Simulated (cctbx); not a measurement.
**Which space group?**

Cell: a = 13.3440 Å, b = 7.4770 Å, c = 6.0300 Å, α = 90.00°, β = 90.00°, γ = 90.00°. Expected content of the cell: As4 Mn4 S16 Li4.

Simulated single-crystal data (cctbx): Cu Kα, λ = 1.54184 Å, to d = 0.8 Å, 70 % of the full sphere, strongest reflection 70000 counts, noise from counting, a 1.5 % proportional error and a noise floor of 2 counts (s.d.); no absorption.

A first pass over the reflections prints:

```text
3438 reflections to d = 0.801 A
centring   violations  <I/sigma> of those
    A       1478 of  1747     24.4
    B       1380 of  1720     22.2
    C       1520 of  1737     25.2
    I       1467 of  1716     24.1
    R       2019 of  2310     24.4
    F       2189 of  2602     23.9
Laue class    unique    Rint  (classes that these axes allow; Friedel mates merged)
P -1             2253   0.014
P 1 2/m 1        1313   0.016
P 1 1 2/m        1326   0.016
P 2/m 1 1        1273   0.016
P m m m           759   0.017
space group    extra absences  I>4sigma  <I/sigma>
P 2 2 2                 0          0         -  acentric
P 2 2 21                8          0       0.1  acentric
P 21 2 2               13          0      -0.1  acentric
P 2 21 2                6          0      -0.3  acentric
P 21 21 2              19          0      -0.1  acentric
P 2 21 21              14          0      -0.1  acentric
P 21 2 21              21          0      -0.0  acentric
P 21 21 21             27          0      -0.1  acentric
P m m 2                 0          0         -  acentric
P 2 m m                 0          0         -  acentric
P m 2 m                 0          0         -  acentric
P 21 m a              175          0       0.1  acentric
P m 2 a               175          0       0.1  acentric
P n m 21               83          0       0.1  acentric
P n 21 m               83          0       0.1  acentric
P n 21 a              258          0       0.1  acentric
P m m m                 0          0         -  centric
P m m a               175          0       0.1  centric
P n m m :1             83          0       0.1  centric
P n m m :2             83          0       0.1  centric
P n m a               258          0       0.1  centric
Wilson B = 1.34 A^2   <|E^2-1|> = 0.883 (0.968 centric, 0.736 acentric)   E^2>4: 2.5 %
shell (A)         n   <I/sigma>
13.35 - 1.60    113     52.3
 1.60 - 1.27     98     53.7
 1.27 - 1.11     97     52.1
 1.11 - 1.01     89     44.8
 1.01 - 0.94     93     45.0
 0.94 - 0.88     92     41.7
 0.88 - 0.84     87     40.0
 0.84 - 0.80     90     34.4
```

**Question.** What are the lattice type, the Laue class and the likely space group?

Every centring test has many violations, so the lattice is primitive.

Rint stays low (0.014 to 0.017) up to P m m m, the highest class in these axes.

21 settings pass the absence test. The most absences obeyed, 258, belong to P n 21 a and P n m a, which absences can't tell apart.

⟨|E²−1|⟩ = 0.883 leans to a centrosymmetric structure. The Wilson B of 1.34 Å² means U ≈ 0.0170 Å².

The true group is Pnma (no. 62), Laue class mmm, centrosymmetric. The tables only narrow the choice to the tied entries; cell content, site symmetry and trial solutions must settle it.

The model is made up (kin elements in a known structure type, no relaxation), so it says nothing on whether the phase exists.

[Logs are printed without paths, hosts, clocks, repeated set-up lines and the standing remarks that a program may print on its own settings, such as how far it seeks lower states.]
